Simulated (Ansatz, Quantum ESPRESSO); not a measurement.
**SrSi3 (Fm-3m): zone-centre phonons**

Which modes does SrSi3 (Fm-3m) have at the zone centre?

Method: DFT LDA, scalar-relativistic, plane waves, PseudoDojo norm-conserving pseudopotentials, in Quantum ESPRESSO 7.5.

The structure was built from a prototype and need not be the compound's stable phase.

### Step 1. The structure

It takes space group Fm-3m (No. 225, cubic). Conventional cell: a = 7.268 Å, b = 7.268 Å, c = 7.268 Å, α = 90.00°, β = 90.00°, γ = 90.00°. Nearest to Sr lie 14 Si at 3.15 to 3.63 Å. Nearest to Si lie 8 Si at 3.15 Å and 6 Sr at 3.63 Å. Nearest to Si lie 4 Si at 3.15 Å and 4 Sr at 3.15 Å. Farther neighbours are not listed.

Coordinates:

```cif
data_structure
_symmetry_space_group_name_H-M 'Fm-3m'
_symmetry_Int_Tables_number 225
_cell_length_a 7.2685
_cell_length_b 7.2685
_cell_length_c 7.2685
_cell_angle_alpha 90.000
_cell_angle_beta 90.000
_cell_angle_gamma 90.000
_cell_volume 384.00
loop_
_atom_site_label
_atom_site_type_symbol
_atom_site_symmetry_multiplicity
_atom_site_Wyckoff_symbol
_atom_site_fract_x
_atom_site_fract_y
_atom_site_fract_z
_atom_site_occupancy
Sr1 Sr 4 a 0.00000 0.00000 0.00000 1
Si1 Si 4 b 0.00000 0.50000 0.00000 1
Si2 Si 8 c 0.75000 0.25000 0.75000 1
```

### Step 2. A first look

Before anything dear is run, a loose run with smearing shows whether this is a metal and how far the cell is from rest.

probe.in reads:

```
&CONTROL
  calculation = 'scf'
  prefix      = 'x'
  outdir      = './tmp'
  pseudo_dir  = './pseudo'
  tprnfor     = .true.
  tstress     = .true.
  verbosity   = 'high'
/
&SYSTEM
  ibrav       = 2
  celldm(1)   = 13.73544104
  nat         = 4
  ntyp        = 2
  ecutwfc     = 68.0
  occupations = 'smearing'
  smearing    = 'gaussian'
  degauss     = 0.01
/
&ELECTRONS
  conv_thr         = 1.0d-07
  mixing_beta      = 0.7
  electron_maxstep = 100
/
ATOMIC_SPECIES
 Sr     87.6200  Sr.upf
 Si     28.0850  Si.upf
ATOMIC_POSITIONS crystal
 Sr     0.000000000   0.000000000   0.000000000
 Si     0.500000000   0.500000000   0.500000000
 Si     0.750000000   0.750000000   0.750000000
 Si     0.250000000   0.250000000   0.250000000
K_POINTS automatic
 4 4 4 0 0 0
```

Launch:

```
$ OMP_NUM_THREADS=1 mpirun -n 4 pw.x -nk 4 -in probe.in > probe.out
```

Output:

```text
[banners, grids, parts of the stress and lines that vanish by symmetry left out]
Program PWSCF v.7.5
     bravais-lattice index     =            2
     lattice parameter (alat)  =      13.7354  a.u.
[...]
kinetic-energy cutoff     =      68.0000  Ry
     charge density cutoff     =     272.0000  Ry
     scf convergence threshold =      1.0E-07
[...]
Exchange-correlation= SLA  PW   NOGX NOGC
                           (   1   4   0   0   0   0   0)
[...]
48 Sym. Ops., with inversion, found
[...]
(     0          1          0      )
                  (     0          0          1      )
[...]
(  0.0000000  1.0000000  0.0000000 )
                  (  0.0000000  0.0000000  1.0000000 )
[...]
(     1          0         -1      )
                  (     0          0         -1      )
[...]
(     0          1          0      )
[...]
( -1.0000000  0.0000000  0.0000000 )
                  (  0.0000000  1.0000000  0.0000000 )
[...]
number of k points=     8  Gaussian smearing, width (Ry)=  0.0100
[...]
End of self-consistent calculation
[...]
the Fermi energy is     6.8877 ev
!    total energy              =     -93.97739547 Ry
[...]
convergence has been achieved in   7 iterations
[...]
atom    1 type  1   force =    -0.00000000   -0.00000000   -0.00000000
     atom    2 type  2   force =     0.00000000    0.00000000    0.00000000
     atom    3 type  2   force =    -0.00000000   -0.00000000    0.00000000
     atom    4 type  2   force =     0.00000000    0.00000000    0.00000000
[...]
Total force =     0.000000     Total SCF correction =     0.000000
[...]
total   stress  (Ry/bohr**3)                   (kbar)     P=      -72.90
[...]
XML data file, charge density, pseudopotentials, collected wavefunctions

   JOB DONE.
```

Elapsed: 4.4 s, on 4 MPI ranks of Arm Neoverse V2, shared host; 17 s of CPU time.

This step gave:

* volume per atom: 24.00 Å³
* pressure: -7.290 GPa
* gap on the k-mesh: 0 eV

No gap opens on this mesh, so smearing is kept; the start stands at -7.3 GPa.

### Step 3. Relaxation

The relaxation runs at a cutoff a fifth above that of the response, since stress converges more slowly with the basis than frequencies do. Forces and stress are brought to rest with tight thresholds.

relax.in reads:

```
&CONTROL
  calculation   = 'vc-relax'
  prefix        = 'x'
  outdir        = './tmp'
  pseudo_dir    = './pseudo'
  tprnfor       = .true.
  tstress       = .true.
  forc_conv_thr = 2.0d-05
  etot_conv_thr = 1.0d-07
  nstep         = 40
/
&SYSTEM
  ibrav       = 2
  celldm(1)   = 13.73544104
  nat         = 4
  ntyp        = 2
  ecutwfc     = 82
  occupations = 'smearing'
  smearing    = 'mv'
  degauss     = 0.02
/
&ELECTRONS
  conv_thr         = 1.0d-11
  mixing_beta      = 0.7
  electron_maxstep = 100
/
&IONS
/
&CELL
  press_conv_thr = 0.2
/
ATOMIC_SPECIES
 Sr     87.6200  Sr.upf
 Si     28.0850  Si.upf
ATOMIC_POSITIONS crystal
 Sr     0.000000000   0.000000000   0.000000000
 Si     0.500000000   0.500000000   0.500000000
 Si     0.750000000   0.750000000   0.750000000
 Si     0.250000000   0.250000000   0.250000000
K_POINTS automatic
 8 8 8 0 0 0
```

Launch:

```
$ OMP_NUM_THREADS=1 mpirun -n 4 pw.x -nk 4 -in relax.in > relax.out
```

Output:

```text
[banners, grids, parts of the stress and lines that vanish by symmetry left out]
[banner, memory and clock lines left out]
Program PWSCF v.7.5

[...]
kinetic-energy cutoff     =      82.0000  Ry
     charge density cutoff     =     328.0000  Ry
     scf convergence threshold =      1.0E-11
[...]
energy convergence thresh.=      1.0E-07
     force convergence thresh. =      2.0E-05
     press convergence thresh. =      2.0E-01
     Exchange-correlation= SLA  PW   NOGX NOGC
                           (   1   4   0   0   0   0   0)
[...]
48 Sym. Ops., with inversion, found
[...]
number of k points=    29  Marzari-Vanderbilt smearing, width (Ry)=  0.0200
[...]
End of self-consistent calculation
[...]
the Fermi energy is     6.8829 ev
!    total energy              =     -93.97630580 Ry
[...]
convergence has been achieved in  10 iterations
[...]
atom    1 type  1   force =     0.00000000    0.00000000    0.00000000
     atom    2 type  2   force =     0.00000000    0.00000000    0.00000000
     atom    3 type  2   force =     0.00000000    0.00000000    0.00000000
     atom    4 type  2   force =     0.00000000    0.00000000    0.00000000
     Total force =     0.000000     Total SCF correction =     0.000000
[...]
total   stress  (Ry/bohr**3)                   (kbar)     P=      -78.00
[...]
number of bfgs steps    =   0
[...]
CELL_PARAMETERS (alat= 13.73544104)
[...]
ATOMIC_POSITIONS (crystal)
Sr              -0.0000000000        0.0000000000       -0.0000000000
Si               0.5000000000        0.5000000000        0.5000000000
Si               0.7500000000        0.7500000000        0.7500000000
Si               0.2500000000        0.2500000000        0.2500000000
[...]
New effective cutoffs (rho, wfc):  335.91   84.21
[...]
End of self-consistent calculation
[...]
the Fermi energy is     7.3156 ev
!    total energy              =     -93.98894923 Ry
[...]
convergence has been achieved in   6 iterations
[...]
atom    1 type  1   force =    -0.00000000    0.00000000   -0.00000000
     atom    2 type  2   force =    -0.00000000   -0.00000000    0.00000000
     atom    3 type  2   force =     0.00000000   -0.00000000   -0.00000000
     atom    4 type  2   force =    -0.00000000    0.00000000    0.00000000
     Total force =     0.000000     Total SCF correction =     0.000000
[...]
total   stress  (Ry/bohr**3)                   (kbar)     P=      -67.90
[...]
number of bfgs steps    =   1
[...]
WARNING: bfgs curvature condition failed, Theta= 0.944
[...]
CELL_PARAMETERS (alat= 13.73544104)
[...]
ATOMIC_POSITIONS (crystal)
[...]
New effective cutoffs (rho, wfc):  349.87   87.71
[...]
End of self-consistent calculation
[...]
the Fermi energy is     8.0109 ev
!    total energy              =     -94.00364131 Ry
[...]
convergence has been achieved in   8 iterations
[...]
atom    1 type  1   force =    -0.00000000    0.00000000    0.00000000
     atom    2 type  2   force =     0.00000000    0.00000000    0.00000000
     atom    3 type  2   force =    -0.00000000   -0.00000000   -0.00000000
     atom    4 type  2   force =     0.00000000    0.00000000    0.00000000
     Total force =     0.000000     Total SCF correction =     0.000000
[...]
ATOMIC_POSITIONS (crystal)
[...]
New effective cutoffs (rho, wfc):  375.00   94.01
[...]
End of self-consistent calculation
[...]
the Fermi energy is     9.2981 ev
!    total energy              =     -94.01382973 Ry
[...]
convergence has been achieved in   8 iterations
[...]
Total force =     0.000000     Total SCF correction =     0.000000
[...]
total   stress  (Ry/bohr**3)                   (kbar)     P=        0.85
[...]
number of bfgs steps    =   4
[...]
CELL_PARAMETERS (alat= 13.73544104)
[...]
ATOMIC_POSITIONS (crystal)
[...]
New effective cutoffs (rho, wfc):  374.63   93.91
[...]
End of self-consistent calculation
[...]
the Fermi energy is     9.2789 ev
!    total energy              =     -94.01383195 Ry
[...]
convergence has been achieved in   6 iterations
[...]
Total force =     0.000000     Total SCF correction =     0.000000
[...]
total   stress  (Ry/bohr**3)                   (kbar)     P=       -0.01
[...]
number of bfgs steps    =   5
[...]
small trust_radius: resetting bfgs history
[...]
CELL_PARAMETERS (alat= 13.73544104)
[...]
ATOMIC_POSITIONS (crystal)
[...]
New effective cutoffs (rho, wfc):  374.63   93.91
[...]
End of self-consistent calculation
[...]
the Fermi energy is     9.2789 ev
!    total energy              =     -94.01383195 Ry
[...]
convergence has been achieved in   3 iterations
[...]
atom    1 type  1   force =     0.00000000    0.00000000    0.00000000
     atom    2 type  2   force =     0.00000000    0.00000000    0.00000000
     atom    3 type  2   force =     0.00000000    0.00000000    0.00000000
     atom    4 type  2   force =    -0.00000000    0.00000000    0.00000000
     Total force =     0.000000     Total SCF correction =     0.000000
[...]
total   stress  (Ry/bohr**3)                   (kbar)     P=       -0.01
[...]
bfgs converged in   7 scf cycles and   6 bfgs steps
[...]
End of BFGS Geometry Optimization
     Final enthalpy           =     -94.0138319491 Ry
     File ./tmp/x.bfgs deleted, as requested
[...]
CELL_PARAMETERS (alat= 13.73544104)
[...]
ATOMIC_POSITIONS (crystal)
[...]
Si               0.7500000000        0.7500000000        0.7500000000
Si               0.2500000000        0.2500000000        0.2500000000
[...]
Final scf calculation at the relaxed structure.
[...]
kinetic-energy cutoff     =      82.0000  Ry
     charge density cutoff     =     328.0000  Ry
     scf convergence threshold =      1.0E-13
[...]
press convergence thresh. =      2.0E-01
     Exchange-correlation= SLA  PW   NOGX NOGC
                           (   1   4   0   0   0   0   0)
[...]
48 Sym. Ops., with inversion, found
[...]
number of k points=    29  Marzari-Vanderbilt smearing, width (Ry)=  0.0200
[...]
c_bands:  1 eigenvalues not converged
     c_bands:  1 eigenvalues not converged
     c_bands:  2 eigenvalues not converged
     c_bands:  2 eigenvalues not converged
     c_bands:  2 eigenvalues not converged
     c_bands:  1 eigenvalues not converged
[...]
End of self-consistent calculation
[...]
the Fermi energy is     9.2790 ev
!    total energy              =     -94.01381496 Ry
[...]
convergence has been achieved in  10 iterations
[...]
atom    1 type  1   force =    -0.00000000   -0.00000000   -0.00000000
     atom    2 type  2   force =     0.00000000    0.00000000    0.00000000
     atom    3 type  2   force =     0.00000000   -0.00000000    0.00000000
     atom    4 type  2   force =    -0.00000000    0.00000000   -0.00000000
     Total force =     0.000000     Total SCF correction =     0.000000
[...]
total   stress  (Ry/bohr**3)                   (kbar)     P=       -0.05
[...]
XML data file, charge density, pseudopotentials, collected wavefunctions
```

The job ended after 2 min (4 MPI ranks; 7.8 min of CPU time).

Step by step:

```
step  energy less that of the first step (eV)  largest force (eV/Å)  pressure (GPa)  volume (Å³)
   1                                   0.0000                0.0000           -7.80        96.00
   2                                  -0.1720                0.0000           -6.79        92.23
   3                                  -0.3719                0.0000           -4.82        86.77
   4                                  -0.5095                0.0000           -0.49        78.98
   5                                  -0.5105                0.0000            0.08        78.19
   6                                  -0.5106                0.0000            0.00        78.31
   7                                  -0.5106                0.0000            0.00        78.31
   8                                  -0.5103                0.0000           -0.01        78.31
```

```
conventional cell, symmetrised  before  after   change
                         a (Å)   7.268  6.791   -6.6 %
                         b (Å)   7.268  6.791   -6.6 %
                         c (Å)   7.268  6.791   -6.6 %
              volume (Å³/atom)   24.00  19.58  -18.4 %
```

The relaxed structure:

```xyz
4
Lattice="-3.3957 0.0000 3.3957 0.0000 3.3957 3.3957 -3.3957 3.3957 0.0000" Properties=species:S:1:pos:R:3 pbc="T T T"
Sr    0.0000    0.0000    0.0000
Si   -3.3957    3.3957    3.3957
Si   -5.0935    5.0935    5.0935
Si   -1.6978    1.6978    1.6978
```

The last row of the table of steps is pw.x's closing run on a basis chosen anew for the final cell, so its energy can jump.

Read from the output:

```yaml
volume_per_atom: 19.58 Å³
pressure: -0.005 GPa
```

The volume changes by -18.4 % from the cell with which this run began.

### Step 4. Self-consistent run for the response

The response is built on this ground state, so it is converged far tighter than an energy would need. Smearing stays on, as the first look found no gap above 0.3 eV.

scf.in reads:

```
&CONTROL
  calculation = 'scf'
  prefix      = 'x'
  outdir      = './tmp'
  pseudo_dir  = './pseudo'
  tprnfor     = .true.
  tstress     = .true.
/
&SYSTEM
  ibrav       = 2
  celldm(1)   = 12.83383353
  nat         = 4
  ntyp        = 2
  ecutwfc     = 68.0
  occupations = 'smearing'
  smearing    = 'mv'
  degauss     = 0.02
/
&ELECTRONS
  conv_thr         = 1.0d-12
  mixing_beta      = 0.7
  electron_maxstep = 100
/
ATOMIC_SPECIES
 Sr     87.6200  Sr.upf
 Si     28.0850  Si.upf
ATOMIC_POSITIONS crystal
 Sr     0.000000000   0.000000000   0.000000000
 Si     0.500000000   0.500000000   0.500000000
 Si     0.750000000   0.750000000   0.750000000
 Si     0.250000000   0.250000000   0.250000000
K_POINTS automatic
 8 8 8 0 0 0
```

Launch:

```
$ OMP_NUM_THREADS=1 mpirun -n 4 pw.x -nk 4 -in scf.in > scf.out
```

Output:

```text
[banners, grids, parts of the stress and lines that vanish by symmetry left out]
[banner, memory and clock lines left out]
Program PWSCF v.7.5

[...]
kinetic-energy cutoff     =      68.0000  Ry
     charge density cutoff     =     272.0000  Ry
     scf convergence threshold =      1.0E-12
[...]
Exchange-correlation= SLA  PW   NOGX NOGC
                           (   1   4   0   0   0   0   0)
[...]
48 Sym. Ops., with inversion, found
[...]
number of k points=    29  Marzari-Vanderbilt smearing, width (Ry)=  0.0200
[...]
End of self-consistent calculation
[...]
the Fermi energy is     9.2790 ev
!    total energy              =     -94.01377552 Ry
[...]
convergence has been achieved in  11 iterations
[...]
atom    1 type  1   force =     0.00000000    0.00000000    0.00000000
     atom    2 type  2   force =     0.00000000    0.00000000   -0.00000000
     atom    3 type  2   force =     0.00000000    0.00000000   -0.00000000
     atom    4 type  2   force =     0.00000000    0.00000000    0.00000000
     Total force =     0.000000     Total SCF correction =     0.000000
[...]
total   stress  (Ry/bohr**3)                   (kbar)     P=       -0.06
[...]
XML data file, charge density, pseudopotentials, collected wavefunctions
```

Elapsed: 14 s, on 4 MPI ranks.

Read from the output:

```
pressure : -0.006000 GPa
```

The cell stands at -0.0060 GPa, close enough for phonons.

[end of part 1 of 3]

[Host names and launcher messages were left out of these logs when they were recorded.]

[Logs are printed without paths, hosts, clocks, repeated set-up lines and the standing remarks that a program may print on its own settings, such as how far it seeks lower states.]

[Hosts, paths, dates, database ids (printed as entryN), source tags and the programs' standing remarks are cut or masked in the printed files.]
